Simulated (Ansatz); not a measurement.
# The valence band of GaH13C4N2 as photoemission sees it

Aim: the valence spectrum of GaH13C4N2 from He I to hard X-rays, and which orbitals make each feature.

Program: Ansatz 0.2.0. Level of theory: DFT, PBE, plane-wave PAW, default files, scalar-relativistic, in the first sound run; inputs show where later runs differ. Results are calculated unless marked as measured.

Report form: the programs' logs are mostly left out.

## 1. The structure

The cell holds 40 atoms: 2 Ga, 4 N, 8 C and 26 H. Cell: a = 6.433 Å, b = 7.166 Å, c = 8.846 Å, α = 81.7°, β = 73.6°, γ = 76.6°.

## 2. Self-consistent run, DOS and bands

The base run gives the projected DOS, from which the spectra are built. The DOS is taken on a denser mesh than the density.

Input file input.yaml:

```yaml
crystal:
  lattice:
    - [6.433141, 0.0, 0.0]
    - [1.656468, 6.972119, 0.0]
    - [2.504846, 0.710069, 8.45385]
  atoms:
    - { symbol: Ga, position: [0.548081, 0.089008, 0.125101] }
    - { symbol: Ga, position: [0.451919, 0.910992, 0.874899] }
    - { symbol: "N", position: [0.499489, 0.17617, 0.905433] }
    - { symbol: "N", position: [0.500511, 0.82383, 0.094567] }
    - { symbol: "N", position: [0.341105, 0.220697, 0.28898] }
    - { symbol: "N", position: [0.658895, 0.779303, 0.71102] }
    - { symbol: C, position: [0.301625, 0.767856, 0.206955] }
    - { symbol: C, position: [0.588247, 0.741569, 0.578638] }
    - { symbol: C, position: [0.305089, 0.330555, 0.89761] }
    - { symbol: C, position: [0.694911, 0.669445, 0.10239] }
    - { symbol: C, position: [0.897047, 0.752316, 0.674887] }
    - { symbol: C, position: [0.411753, 0.258431, 0.421362] }
    - { symbol: C, position: [0.698375, 0.232144, 0.793045] }
    - { symbol: C, position: [0.102953, 0.247684, 0.325113] }
    - { symbol: H, position: [0.151403, 0.871908, 0.194536] }
    - { symbol: H, position: [0.358983, 0.162174, 0.529235] }
    - { symbol: H, position: [0.205628, 0.922715, 0.875989] }
    - { symbol: H, position: [0.658978, 0.592033, 0.545713] }
    - { symbol: H, position: [0.320032, 0.4647, 0.937463] }
    - { symbol: H, position: [0.021965, 0.399086, 0.348381] }
    - { symbol: H, position: [0.152241, 0.288285, 0.971829] }
    - { symbol: H, position: [0.592939, 0.23874, 0.393031] }
    - { symbol: H, position: [0.966022, 0.842754, 0.567575] }
    - { symbol: H, position: [0.048257, 0.212159, 0.227768] }
    - { symbol: H, position: [0.679968, 0.5353, 0.062537] }
    - { symbol: H, position: [0.847759, 0.711715, 0.028171] }
    - { symbol: H, position: [0.688073, 0.238213, 0.670005] }
    - { symbol: H, position: [0.641017, 0.837826, 0.470765] }
    - { symbol: H, position: [0.848597, 0.128092, 0.805464] }
    - { symbol: H, position: [0.794372, 0.077285, 0.124011] }
    - { symbol: H, position: [0.715031, 0.375693, 0.813542] }
    - { symbol: H, position: [0.311927, 0.761787, 0.329995] }
    - { symbol: H, position: [0.341022, 0.407967, 0.454287] }
    - { symbol: H, position: [0.978035, 0.600914, 0.651619] }
    - { symbol: H, position: [0.407061, 0.76126, 0.606969] }
    - { symbol: H, position: [0.951743, 0.787841, 0.772232] }
    - { symbol: H, position: [0.711468, 0.637535, 0.224755] }
    - { symbol: H, position: [0.033978, 0.157246, 0.432425] }
    - { symbol: H, position: [0.288532, 0.362465, 0.775245] }
    - { symbol: H, position: [0.284969, 0.624307, 0.186458] }
kpoints:
  mp_grid: { grid: [4, 4, 4] }
  band_path:
    path:
      - [[0.0, 0.0, 0.0], [0.0, 0.0, -0.5]]
      - [[0.0, -0.5, 0.0], [0.0, 0.0, 0.0], [-0.5, 0.0, 0.0]]
      - [[-0.5, -0.5, -0.5], [0.0, 0.0, 0.0], [-0.5, -0.5, 0.0]]
      - [[-0.5, 0.0, -0.5], [0.0, 0.0, 0.0], [0.0, -0.5, -0.5]]
    npoints: 8
scf:
  occupations: { method: fermi_dirac, width: 0.02 }
  n_extra_bands: 40
hamiltonian:
  xc: pbe
  pseudopotentials: { kind: paw }
output:
  forces: true
  stress: true
  dos:
    projected:
      site_lists:
        Ga: [0, 1]
        "N": [2, 3, 4, 5]
        C: [6, 7, 8, 9, 10, 11, 12, 13]
        H: [14, 15, 16, 17, 18, 19, 20, 21, 22, 23, 24, 25, 26, 27, 28, 29, 30, 31, 32, 33, 34, 35, 36, 37, 38, 39]
    de: 0.05
    e_range: [-36, 12]
    nscf_kmesh: { grid: [6, 6, 4] }
  fatbands: true
```

The run is started by

```bash
$ ansatz run input.yaml --threads 2 --pin off --max-ram 6144MiB --backend cpu --events-out ev --progress --plain --runs-dir out
```

It took 3.8 min on 2 threads of Arm Neoverse V1, shared host; peak memory 1.5 GiB.

This step gave:

- free energy: -11527.1517 eV
- Fermi energy: 2.931 eV
- symmetry operations: 2
- pressure: 0.1370 GPa
- gap on the k-mesh: 3.455 eV
- zero of energy: valence-band maximum
- share of occupied states in no projected shell: 0.0077 of the occupied states in the window
- gap on the path: 3.455 eV
- least direct gap on the path: 3.564 eV
- valence top on path: 0 eV

Electronic bands along the path, in eV, zero at the valence-band maximum; v1 is the highest filled band, c1 the lowest empty one:

```csv
point,v4,v3,v2,v1,c1,c2,c3,c4
Γ,-1.90,-1.58,-0.27,-0.24,3.47,4.28,4.54,4.65
halfway,-1.90,-1.64,-0.32,-0.18,3.59,4.21,4.35,4.47
X,-1.90,-1.69,-0.34,-0.15,3.71,4.19,4.26,4.27
jump to Y,-2.01,-1.74,-0.39,0.00,3.56,4.37,4.43,4.45
halfway,-1.96,-1.67,-0.36,-0.08,3.56,4.12,4.46,4.59
Γ,-1.90,-1.58,-0.27,-0.24,3.47,4.28,4.54,4.65
halfway,-1.92,-1.67,-0.40,-0.12,3.75,4.15,4.20,4.56
Z,-1.94,-1.77,-0.46,-0.07,3.92,4.11,4.21,4.38
jump to R,-2.04,-2.00,-0.18,-0.14,3.73,3.95,4.18,4.45
halfway,-1.97,-1.81,-0.26,-0.15,3.85,3.93,4.21,4.40
Γ,-1.90,-1.58,-0.27,-0.24,3.47,4.28,4.54,4.65
halfway,-1.96,-1.75,-0.32,-0.14,3.70,4.11,4.37,4.40
T,-1.99,-1.95,-0.37,-0.04,3.92,4.04,4.26,4.30
jump to U,-1.97,-1.83,-0.28,-0.16,3.81,3.88,4.35,4.56
halfway,-1.94,-1.71,-0.29,-0.18,3.84,4.05,4.15,4.62
Γ,-1.90,-1.58,-0.27,-0.24,3.47,4.28,4.54,4.65
halfway,-1.96,-1.74,-0.35,-0.06,3.73,3.80,4.34,4.58
V,-2.03,-1.86,-0.17,-0.15,3.46,4.17,4.20,4.38
```

Of the projections kept (Ga s, Ga p, N s, N p, C s, C p, H s, not projected), the largest for each band there; the rest of the weight can lie on other orbitals:

```
point        v4        v3        v2        v1         c1         c2         c3         c4
    Γ  N p 0.56  N p 0.48  N p 0.67  N p 0.75   H s 0.38  Ga p 0.41   H s 0.21  Ga p 0.39
    X  N p 0.56  N p 0.45  N p 0.72  N p 0.72   H s 0.28   N s 0.20   H s 0.36  Ga p 0.42
    Y  N p 0.53  N p 0.49  N p 0.68  N p 0.76  Ga p 0.32   H s 0.28   H s 0.26  Ga p 0.34
    Γ  N p 0.56  N p 0.48  N p 0.67  N p 0.75   H s 0.38  Ga p 0.41   H s 0.21  Ga p 0.39
    Z  N p 0.57  N p 0.49  N p 0.67  N p 0.74   H s 0.21  Ga p 0.21   H s 0.37   H s 0.29
    R  N p 0.52  N p 0.49  N p 0.71  N p 0.74  Ga p 0.44   H s 0.22  Ga p 0.22   H s 0.27
```

The DOS has structure finer than the step of the table below, so its rows give means over 1 eV, whole bins alone (the curve runs from -19.7 to 10.2 eV). Peaks (eV: height): total -17.5: 40, -14.0: 120, -6.3: 29.2, -4.6: 27.9; C 2p -6.9: 13.9, -6.6: 12.6, -6.3: 15.0, -4.6: 14.5; H 1s -6.3: 6.37, -5.1: 8.35, -4.6: 10.3, -4.2: 6.81; N 2p -6.3: 6.95, -1.9: 6.88, -0.3: 8.50, -0.1: 9.15; C 2s -18.0: 4.73, -17.5: 10.2, -13.1: 9.09, -12.7: 9.87.

The DOS by E, zero at the valence-band maximum; means over each step; 7 of 9 lines; values in states/eV/cell:

| E (eV) | total | C 2p | H 1s | N 2p | C 2s | Ga 4p | Ga 4s |
| --- | --- | --- | --- | --- | --- | --- | --- |
| -19 | 0 | 0 | 0 | 0 | 0 | 0 | 0 |
| -18 | 6.64 | 0.782 | 0.596 | 0.126 | 1.60 | 0.328 | 0.124 |
| -17 | 1.36 | 0.160 | 0.128 | 0.0260 | 0.346 | 0.0552 | 0.0179 |
| -16 | 0 | 0 | 0 | 0 | 0 | 0 | 0 |
| -15 | 0 | 0 | 0 | 0 | 0 | 0 | 0 |
| -14 | 20.0 | 0.0260 | 0.242 | 0.397 | 0.332 | 0.0104 | 0.00386 |
| -13 | 8.00 | 0.0926 | 2.38 | 1.20 | 3.84 | 0.0337 | 0.00104 |
| -12 | 0 | 0 | 0 | 0 | 0 | 0 | 0 |
| -11 | 4.04 | 0.716 | 1.18 | 0.210 | 0.964 | 0.0484 | 0.141 |
| -10 | 3.96 | 0.850 | 1.18 | 0.132 | 0.858 | 0.0474 | 0.0942 |
| -9 | 0 | 0 | 0 | 0 | 0 | 0 | 0 |
| -8 | 4 | 1.35 | 0.742 | 1.14 | 0.0387 | 0.0419 | 0.585 |
| -7 | 11.9 | 5.91 | 2.58 | 2.68 | 0.0743 | 0.323 | 0.0421 |
| -6 | 8.40 | 4.36 | 1.92 | 1.87 | 0.0387 | 0.0513 | 0.0318 |
| -5 | 14.9 | 7.78 | 5.35 | 0.778 | 0.0384 | 0.103 | 0.672 |
| -4 | 6.84 | 3.09 | 2.30 | 0.912 | 0.0328 | 0.258 | 0.134 |
| -3 | 6.00 | 0.902 | 1.78 | 1.97 | 0.0341 | 0.959 | 0.0357 |
| -2 | 4.00 | 0.300 | 1.02 | 2.04 | 0.00809 | 0.559 | 0.0137 |
| -1 | 0.0435 | 0.00109 | 0.00863 | 0.0297 | 4.5e-5 | 0.00249 | 2.0e-5 |
| 0 | 3.96 | 0.113 | 0.752 | 2.84 | 0.00473 | 0.129 | 0.00249 |
| 1 | 0 | 0 | 0 | 0 | 0 | 0 | 0 |
| 2 | 0 | 0 | 0 | 0 | 0 | 0 | 0 |
| 3 | 0.0663 | 0.00230 | 0.0145 | 0.00332 | 0.0126 | 0.0208 | 0.00119 |
| 4 | 7.42 | 0.742 | 1.64 | 0.348 | 0.848 | 1.53 | 0.513 |
| 5 | 8.76 | 1.03 | 2.19 | 0.380 | 0.697 | 1.28 | 0.368 |
| 6 | 10.4 | 1.44 | 2.47 | 0.532 | 0.455 | 1.17 | 0.472 |
| 7 | 10.6 | 1.69 | 2.61 | 0.452 | 0.315 | 0.767 | 0.227 |
| 8 | 11.9 | 2.15 | 3.12 | 0.547 | 0.349 | 0.821 | 0.153 |
| 9 | 11.9 | 2.36 | 2.84 | 0.780 | 0.408 | 0.744 | 0.116 |

Sums over each group's atoms; a table of it gives point samples, which can step over narrow peaks. The DOS of the group by E, zero at the valence-band maximum; 7 of 8 lines; values in states/eV:

```csv
E (eV),C: C 2p,H: H 1s,N: N 2p,C: C 2s,Ga: Ga 4p,Ga: Ga 4s,N: N 2s
-18,0.681,0.504,0.146,1.40,0.339,1.5e-4,2.61
-16,0,0,0,0,0,0,0
-14,0.0734,0.704,1.15,0.963,0.0295,0.0108,0.00616
-12,0,0,0,0,0,0,0
-10,0,0,0,0,0,0,0
-8,1.91,1.02,1.66,0.0446,0.0478,0.895,0.0281
-6,2.37,1.10,0.864,0.0137,0.0125,0.00682,0.00737
-4,1.68,1.15,0.401,0.0148,0.0783,0.0337,0.0112
-2,0.582,1.79,3.84,0.0116,1.04,0.0195,0.0153
0,0.165,1.06,4.20,0.00553,0.106,0.00455,0.0305
2,0,0,0,0,0,0,0
4,0.852,1.62,0.375,0.795,1.50,0.635,0.777
6,1.51,2.56,0.521,0.456,1.19,0.475,0.347
8,2.15,3.19,0.539,0.365,0.792,0.160,0.182
10,2.55,2.81,0.946,0.598,0.502,0.0651,0.294
```

Simulated valence spectra by photon energy, shown to 13 eV, since a deeper line would dwarf them at some energies; the 100 % can be that line's tail at the edge; this run's widths, added to any smearing of the DOS itself: Gaussian 0.45 eV, Lorentzian 0.2 eV. Table of intensity by binding energy, zero at the valence-band maximum; values in % of the maximum within 13 eV:

| binding energy (eV) | 21.2 eV | 100 eV | 1486.7 eV | 8047.8 eV |
| --- | --- | --- | --- | --- |
| -1.0 | 1.03 | 1.19 | 0.372 | 0.406 |
| -0.5 | 3.19 | 3.73 | 0.728 | 0.712 |
| 0.0 | 25.8 | 30.5 | 4.32 | 3.59 |
| 0.5 | 20.3 | 24.0 | 4.11 | 3.85 |
| 1.0 | 3.97 | 4.35 | 1.24 | 1.49 |
| 1.5 | 13.2 | 13.5 | 4.60 | 5.84 |
| 2.0 | 30.7 | 31.4 | 10.1 | 12.3 |
| 2.5 | 18.8 | 17.9 | 9.68 | 13.4 |
| 3.0 | 43.1 | 42.7 | 23.0 | 30.9 |
| 3.5 | 21.7 | 19.2 | 10.3 | 22.1 |
| 4.0 | 41.0 | 27.6 | 8.81 | 23.2 |
| 4.5 | 83.4 | 49.0 | 14.1 | 56.2 |
| 5.0 | 83.0 | 48.9 | 19.1 | 82.7 |
| 5.5 | 47.1 | 28.8 | 11.6 | 48.5 |
| 6.0 | 53.2 | 40.3 | 6.19 | 11.1 |
| 6.5 | 99.6 | 78.4 | 11.9 | 15.6 |
| 7.0 | 83.3 | 65.4 | 12.9 | 17.8 |
| 7.5 | 20.7 | 17.4 | 6.69 | 20.9 |
| 8.0 | 28.4 | 27.4 | 21.2 | 96.1 |
| 8.5 | 13.0 | 13.3 | 10.3 | 40.6 |
| 9.0 | 2.31 | 3.80 | 3.34 | 6.55 |
| 9.5 | 1.21 | 4.63 | 4.73 | 6.25 |
| 10.0 | 1.18 | 24.6 | 26.6 | 36.4 |
| 10.5 | - | 57.9 | 62.9 | 84.7 |
| 11.0 | - | 28.7 | 32.4 | 49.8 |
| 11.5 | - | 18.2 | 21.2 | 32.2 |
| 12.0 | - | 10.1 | 11.9 | 8.54 |
| 12.5 | - | 41.2 | 40.9 | 33.8 |

Maxima picked by a test of local sharpness, so broad peaks and shoulders can be missing; peaks within 0.45 eV of a curve's cut are left out. Valence peaks, by row, the first 40 of 45 rows:

```csv
photon energy (eV),binding energy (eV),height (% of the maximum within 13 eV),main shell,its share (%)
21.2,8.057,29.4,C 2p,43.46
21.2,6.707,99.13,C 2p,53.63
21.2,6.457,100,C 2p,53.83
21.2,4.657,88.04,C 2p,57.79
21.2,2.957,44.6,N 2p,42.76
21.2,1.907,33.03,N 2p,60.21
21.2,0.207,34.23,N 2p,77.57
100,18.11,68.47,N 2s,60.25
100,17.56,76.52,N 2s,57.4
100,14.01,749.8,Ga 3d,98.04
100,13.06,101.7,C 2s,50.88
100,11.21,30.17,C 2s,37.2
100,10.41,60.97,C 2s,34.37
100,8.107,28.5,N 2p,50.17
100,6.707,78.54,C 2p,44.46
100,6.507,78.48,C 2p,44.83
100,4.657,51.35,C 2p,65.05
100,2.957,44.01,N 2p,59.85
100,1.907,33.75,N 2p,81.37
100,0.207,40.55,N 2p,90.44
1487,18.11,91.21,N 2s,67.04
1487,17.56,100.1,N 2s,65.07
1487,14.01,1115,Ga 3d,99.19
1487,11.21,34.72,C 2s,33.3
1487,10.41,66.25,N 2s,43.83
1487,8.107,22.2,Ga 4s,76.76
1487,6.807,14.38,Ga 3d,23.22
1487,5.107,19.67,Ga 4s,74.63
1487,3.707,11.56,Ga 4s,32.34
1487,2.907,24.06,Ga 4p,39.99
1487,1.907,10.83,Ga 4p,54.67
1487,0.257,6.117,N 2p,33.6
8048,18.16,128.4,N 2s,66.03
8048,17.56,132.9,N 2s,68.08
8048,14.01,241.5,Ga 3d,95.16
8048,12.96,80.06,C 2s,86.69
8048,11.21,58.71,Ga 4s,46.95
8048,10.41,90.8,N 2s,44.46
8048,8.057,100,Ga 4s,96.37
8048,6.857,19.42,Ga 4s,53.05
```

The intensity has structure finer than the step of the table below, so its rows give means over 1 eV, whole bins alone (the curve runs from -19.7 to 1.47 eV). Peaks (eV: height): Ga K-beta valence -17.9: 25.4, -2.8: 100.0; Ga K-beta valence, E along x -2.8: 170; Ga K-beta valence, E along y -17.9: 29.7, -6.9: 35.0, -2.6: 71.9; Ga K-beta valence, E along z -17.8: 36.0, -6.8: 38.4, -2.7: 58.5; Ga L3-N1 -18.2: 18.7, -11.2: 30.0, -8.0: 99.4, -5.0: 99.2.

Shapes are the site's partial DOS without matrix elements, which overweights lines from ligand s bands. Table of intensity by emission energy less the core level's binding energy, zero at the valence-band maximum; means over each step; 7 of 13 lines; values in % of the unpolarised maximum:

```
emission energy less the core level's binding energy (eV)  Ga K-beta valence  Ga K-beta valence, E along x  Ga K-beta valence, E along y  Ga K-beta valence, E along z  Ga L3-N1    N K  N K, E along x
                                                      -19               13.2                          6.89                          15.1                          17.7      6.06  0.155          0.0654
                                                      -18               24.0                          10.6                          27.9                          33.6      16.1   2.18           0.332
                                                      -17               16.6                          7.00                          18.3                          24.6      7.05  0.841           0.351
                                                      -16               7.50                          4.18                          7.84                          10.5      2.00  0.163           0.213
                                                      -15               5.06                          4.15                          4.79                          6.25      1.65  0.486           0.681
                                                      -14               5.43                          6.21                          4.30                          5.79      2.35   8.25            9.57
                                                      -13               6.39                          8.53                          4.34                          6.29      3.24   21.8            53.3
                                                      -12               7.11                          7.78                          5.52                          8.02      10.0   1.91            3.75
                                                      -11               9.60                          8.12                          8.76                          11.9      26.6   4.42           0.829
                                                      -10               10.2                          7.88                          10.2                          12.6      20.0   2.69            1.10
                                                       -9               11.6                          10.1                          11.4                          13.4      28.0   1.99           0.893
                                                       -8               20.0                          16.7                          20.6                          22.8      80.2   22.1            9.65
                                                       -7               32.6                          28.6                          33.0                          36.1      29.7   51.8            67.9
                                                       -6               30.9                          39.5                          24.9                          28.2      36.8   38.0            56.9
                                                       -5               35.4                          57.5                          23.6                          25.1      89.5   15.4            20.7
                                                       -4               60.4                          99.4                          41.7                          40.1      44.5   18.5            21.7
                                                       -3               94.7                           160                          67.9                          56.2      17.2   38.7            8.93
                                                       -2               81.2                           124                          66.8                          53.2      7.40   39.2            25.2
                                                       -1               44.8                          59.3                          41.7                          33.3      3.28   9.26            2.25
                                                        0               24.7                          26.3                          26.8                          20.9      1.98   49.5            3.61
```

Window up to 10.2 eV. Shell moments, by row:

| element | shell | occupied states an atom | centre of occupied part (eV) | rms width of occupied part (eV) | centre up to the window's top (eV) | rms width up to the window's top (eV) |
| --- | --- | --- | --- | --- | --- | --- |
| C | 2s | 1.026 | -13.39 | 2.934 | -7.374 | 9.527 |
| C | 2p | 3.304 | -6.369 | 2.852 | -2.137 | 6.927 |
| Ga | 4s | 0.949 | -7.577 | 3.705 | -0.8626 | 7.292 |
| Ga | 4p | 1.475 | -5.674 | 5.311 | 2.637 | 6.428 |
| Ga | 3d | 9.978 | -13.89 | 1.173 | -13.86 | 1.427 |
| H | 1s | 0.8528 | -6.821 | 3.958 | -0.6971 | 7.668 |
| N | 2s | 1.269 | -15.02 | 4.509 | -8.704 | 10.46 |
| N | 2p | 4.086 | -5.172 | 4.011 | -2.783 | 6.197 |

The spectra weight each projected shell by its atomic cross section (Dirac–Hartree–Slater) and angular factor, for linear light with the analyser at 10° from the polarisation. Broadening, on top of any smearing of the DOS itself: a Gaussian of 0.45 eV and a Lorentzian of 0.2 eV plus 0 times the binding energy (full widths), Fermi edge at 77 K. Curves are cut 10 eV under the photon energy, above any shell that the free atom's threshold puts out of reach, or at the lower edge of the window: 10.3 eV at 21.2 eV, 19.8 eV at 100 eV, 19.8 eV at 1486.7 eV and 19.8 eV at 8047.8 eV. Dipole terms alone, which is rough above 3 keV; no background, satellites or final-state effects.

Share of each shell in the spectrum's area (%), by photon energy:

| shell | 21.2 eV | 100 eV | 1486.7 eV | 8047.8 eV |
| --- | --- | --- | --- | --- |
| C 2s | 0.1 | 9.9 | 9.3 | 17.3 |
| C 2p | 44.6 | 11.3 | 0.4 | 0.1 |
| Ga 4s | 0.0 | 0.5 | 4.0 | 33.4 |
| Ga 4p | 0.7 | 0.1 | 2.0 | 4.1 |
| Ga 3d | 0.0 | 52.5 | 72.7 | 22.6 |
| H 1s | 27.2 | 2.9 | 0.2 | 0.2 |
| N 2s | 0.0 | 7.8 | 10.6 | 22.0 |
| N 2p | 27.3 | 15.1 | 0.8 | 0.2 |

At this level the gap is 3.45 eV on the path.

(Part 1 of 3 ends here.)

[Logs are printed without paths, hosts, clocks, repeated set-up lines and the standing remarks that a program may print on its own settings, such as how far it seeks lower states.]

[Hosts, paths, dates, database ids (printed as entryN), source tags and the programs' standing remarks are cut or masked in the printed files.]

[Maps of the electrostatic potential energy from Ansatz leave out the sawtooth potential of an applied field or a dipole correction, so their vacuum need not be flat; work functions include it.]

[Peak lists hold at most the 14 tallest peaks of each spectrum; further lines can be left out.]
